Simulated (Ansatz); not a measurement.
# Phonons of ZnSe (Stilleite, F-43m) against volume, part 3 of 3

Aim: how do the optical modes of ZnSe (Stilleite, F-43m) move with volume?

Ansatz 0.2.0; DFT PBE, scalar-relativistic, plane waves, PAW; PAW set soft_1.

So far, mean static dielectric tensor (ions relaxed, fixed cell): step 4 (modes at rest) 10.8; step 6 (volume ratio 1.06) 11.9.

**7. Ground state of a member: 0.9 times the volume at rest**

The cell is set to 0.9 times the volume at rest; symmetry leaves nothing else free, so this is a single point.

The input, input.yaml:

```yaml
crystal:
  lattice:
    - [0.0, 2.7673962236, 2.7673962236]
    - [2.7673962236, 0.0, 2.7673962236]
    - [2.7673962236, 2.7673962236, 0.0]
  atoms:
    - { symbol: Zn, position: [0.0, 0.0, 0.0] }
    - { symbol: Se, position: [0.75, 0.75, 0.75] }
kpoints:
  mp_grid: { grid: [12, 12, 12] }
hamiltonian:
  xc: pbe
  pseudopotentials: { kind: paw, azcp: { folder: soft_1 } }
scf:
  occupations: { method: gaussian, width: 0.02 }
output:
  forces: true
  stress: true
  eigenvalues: true
```

Run with:

```console
$ ansatz run input.yaml --threads 4 --pin off --max-ram 10240MiB --backend cpu --events-out ev --progress --plain --runs-dir out
```

Numbers of over 12 decimals in the logs are rounded to 6 here.

The program printed:

```text
[...]
Crystal: 2 atoms, lattice volume = 42.388 Å³
Basis set: ecut = 420 eV, 869 PW (Γ), exchange–correlation on 54×54×54 points (8 copies of the dense FFT grid, shifted against one another)
Bands: 18, of which v1, the nominal top of the filled ones, is band 14 counted from 1 (13 counted from 0)
Symmetry: 24 space group operations
[...]
k-points: 72 of 1728 (time reversal used)
[...]
--- Band table (eV; the first three rows and the last of 72) ---
  k-point 0: bands = [... 10 lower, 1.1560, 7.5391, 7.5391, 7.5391, 9.1155, 13.3166, 13.3166, 13.3166]
  k-point 1: bands = [... 10 lower, 1.1550, 6.7817, 7.4578, 7.4578, 9.7081, 13.2720, 13.4510, 13.4510]
  k-point 2: bands = [... 10 lower, 1.1538, 5.5428, 7.2514, 7.2514, 10.3319, 13.4925, 13.7570, 13.7570]
  k-point 71: bands = [... 10 lower, 1.5164, 2.4954, 4.4766, 4.5248, 13.0120, 13.4091, 14.6599, 15.2361]
[key lines of the parts left out:]
SCF converged after 8 iterations
Free energy (F): -8789.447196 eV
Fermi energy:    8.327430 eV
P = ⅓ Tr σ = 7.5985 GPa (75.985 kbar)
```

The job ended after 1.4 s (4 threads of AMD EPYC 7B13 (Zen 3), shared host; peak memory 0.45 GiB).

Numbers from this step:

```
pressure          : 7.599 GPa
gap on the k-mesh : 1.576 eV
volume per atom   : 21.19 Å³
```

The forces vanish by symmetry, at a pressure of 7.60 GPa.

**8. Zone-centre modes of the member: 0.9 times the volume at rest**

The zone-centre modes follow for 0.9 times the volume at rest, with the response to a field.

Changes to input.yaml since step 7:

```diff
@@ -14,6 +14,8 @@
 scf:
-  occupations: { method: gaussian, width: 0.02 }
+  occupations: { method: fixed }
 output:
-  forces: true
-  stress: true
   eigenvalues: true
+phonons:
+  method: dfpt
+  dielectric: true
+  rigid_motions: translations
```

The program printed:

```text
[...]
Crystal: 2 atoms, lattice volume = 42.388 Å³
Basis set: ecut = 420 eV, 869 PW (Γ), exchange–correlation on 54×54×54 points (8 copies of the dense FFT grid, shifted against one another)
Bands: 18, of which v1, the nominal top of the filled ones, is band 14 counted from 1 (13 counted from 0)
Symmetry: 24 space group operations
k-points: 280 of 1728 (irreducible under 4 space group operations, time reversal used)
[...]
optical modes at Γ + LO–TO along q̂ = [1.0000, 0.0000, 0.0000]:
      ω (cm⁻¹)  modes    IR ((D/Å)²/amu)
[...]
optical modes at Γ + LO–TO along q̂ = [0.0000, 1.0000, 0.0000]:
      ω (cm⁻¹)  modes    IR ((D/Å)²/amu)
        232.44      2             4.8335
        266.74      1             2.4167
  optical modes at Γ + LO–TO along q̂ = [0.0000, 0.0000, 1.0000]:
      ω (cm⁻¹)  modes    IR ((D/Å)²/amu)
        232.44      2             4.8335
        266.74      1             2.4167
[key lines of the parts left out:]
SCF converged after 10 iterations
Free energy (F): -8789.447196 eV
Fermi energy:    7.539118 eV
```

Wall time 41 s (4 threads); peak memory 1.3 GiB; 2.6 min of CPU time.

This step gave:

```yaml
sum_rule_residual_before_enforcement: 9.58e-5 eV/Å²
miss_of_the_charge_sum_rule: 3.68e-4 e
estimated_error_of_the_dielectric_tensor: 0.02010
estimated_error_of_the_born_charges: 0.01675 e
highest_optical_mode_at_the_zone_centre_no_lo_to_term: 232.4 cm⁻¹
lowest_optical_zone_centre_mode: 232.4 cm⁻¹
mean_high_frequency_dielectric_constant: 7.102
largest_born_charge_third_of_the_trace: 1.936 e
mean_static_dielectric_constant: 9.353
top_of_the_zone_centre_spectrum_with_the_field: 266.7 cm⁻¹
```

Without the LO-TO term. Patterns of degenerate modes are one choice out of their space. Modes at Γ, with each element's share of the kinetic energy:

| mode | frequency (cm⁻¹) | symmetry | Zn % | Se % |
| --- | --- | --- | --- | --- |
| 1 | 0.0 | acoustic | 45 | 55 |
| 2 | 0.0 | acoustic | 45 | 55 |
| 3 | 0.0 | acoustic | 45 | 55 |
| 4 | 232.4 | T2 | 55 | 45 |
| 5 | 232.4 | T2 | 55 | 45 |
| 6 | 232.4 | T2 | 55 | 45 |

Transverse modes. Lines of the infrared spectrum (strongest = 100):

| position (cm⁻¹) | label | relative intensity |
| --- | --- | --- |
| 232 | T2 | 100 |

The optical mode without the LO-TO term lies at 232.4 cm⁻¹.

The log warns of the k mesh: “the force constants stand on the 12×12×12 k-mesh, whose period is 13.35 times the interband length at k = (0.0000, 0.0000, 0.0000), direct gap 1.576 eV, under 14: take them and everything formed from them as unconverged”. So the frequencies of this run count as unconverged too.

**9. The series together**

The members are set side by side, also those not shown above.

Each row is one cell with its response, relaxed at fixed volume as far as symmetry leaves anything free; energies are extrapolated to zero smearing, and E0 is that at rest; shape and atoms are relaxed in each cell where symmetry leaves them free. State of the crystal along the series:

| volume ratio | V (Å³/atom) | pressure (GPa) | E - E0 (meV/atom) | gap on mesh (eV) | ε∞ | ε0 | largest Born charge in size, a third of the trace (e) | top mode with the field, highest of q along x, y and z (cm⁻¹) |
| --- | --- | --- | --- | --- | --- | --- | --- | --- |
| 0.9 | 21.19 | 7.598 | 50.73 | 1.576 | 7.102 | 9.353 | 1.936 | 266.7 |
| 0.92 | 21.66 | 5.722 | 31.2 | 1.485 | 7.139 | 9.59 | 1.97 | 259.9 |
| 0.94 | 22.14 | 4.046 | 16.89 | 1.396 | 7.183 | 9.848 | 2.004 | 253.4 |
| 0.96 | 22.61 | 2.547 | 7.231 | 1.311 | 7.235 | 10.13 | 2.037 | 247.1 |
| 0.98 | 23.08 | 1.206 | 1.751 | 1.229 | 7.295 | 10.43 | 2.069 | 241.1 |
| 0.99 | 23.31 | 0.59 | 0.4389 | 1.189 | 7.327 | 10.6 | 2.085 | 238.2 |
| 1 | 23.55 | 0.00708 | 0 | 1.15 | 7.362 | 10.76 | 2.1 | 235.3 |
| 1.02 | 24.02 | -1.066 | 1.584 | 1.074 | 7.437 | 11.12 | 2.131 | 229.8 |
| 1.04 | 24.49 | -2.027 | 6.156 | 1 | 7.521 | 11.51 | 2.161 | 224.4 |
| 1.06 | 24.96 | -2.886 | 13.4 | 0.9292 | 7.614 | 11.92 | 2.19 | 219.2 |

Without the LO-TO term; each mode is tracked from rest by its pattern, and modes that stay within 0.3 cm⁻¹ of each other stand once; shape and atoms are relaxed in each cell where symmetry leaves them free. Optical modes along the series:

| V (Å³/atom) | mode 4 T2 (cm⁻¹) |
| --- | --- |
| 21.19 | 232.4 |
| 21.66 | 224.2 |
| 22.14 | 216.4 |
| 22.61 | 208.9 |
| 23.08 | 201.6 |
| 23.31 | 198.1 |
| 23.55 | 194.6 |
| 24.02 | 187.9 |
| 24.49 | 181.4 |
| 24.96 | 175.2 |

From cubic fits (parabolas where under five rows exist) of ln ω and P against ln V through the rows within about 4 % of rest: γ = −d ln ω / d ln V and dω/dP = γ ω / B. Slopes at rest:

| mode | fitted frequency at rest (cm⁻¹) | Grüneisen parameter γ | dω/dP (cm⁻¹/GPa) |
| --- | --- | --- | --- |
| mode 4 T2 | 194.6 | 1.76 | 6.03 |
| longitudinal mode | 235.3 | 1.2 | 5 |

**10. What came out**

* members: 10
* highest optical mode at the zone centre (no LO-TO term), at rest: 194.6 cm⁻¹
* bulk modulus at rest: 56.7 GPa
* mode 4 T2, γ: 1.76
* longitudinal mode, γ: 1.20

**Reading.** The series spans -2.9 to 7.6 GPa, and the slope at rest gives a bulk modulus of 57 GPa. The transverse optical mode has γ = 1.76 and moves by 6.0 cm⁻¹ for each GPa, the longitudinal one has γ = 1.20 and moves by 5.0. ε∞ is 7.36 at rest, with d ln ε∞ / d ln V = 0.48. One k mesh and one cutoff serve the ground states and modes of all volumes; the field response picks its own mesh. With the field response the log warns that the k mesh is coarse for the force constants too, so the frequencies are to be taken as unconverged. These are harmonic frequencies at zero temperature: anharmonic shifts, linewidths and thermal expansion are left out. Only the zone centre was solved, so an instability at another wavevector cannot show here.

[Logs are printed without paths, hosts, clocks, repeated set-up lines and the standing remarks that a program may print on its own settings, such as how far it seeks lower states.]

[Hosts, paths, dates, database ids (printed as entryN), source tags and the programs' standing remarks are cut or masked in the printed files.]
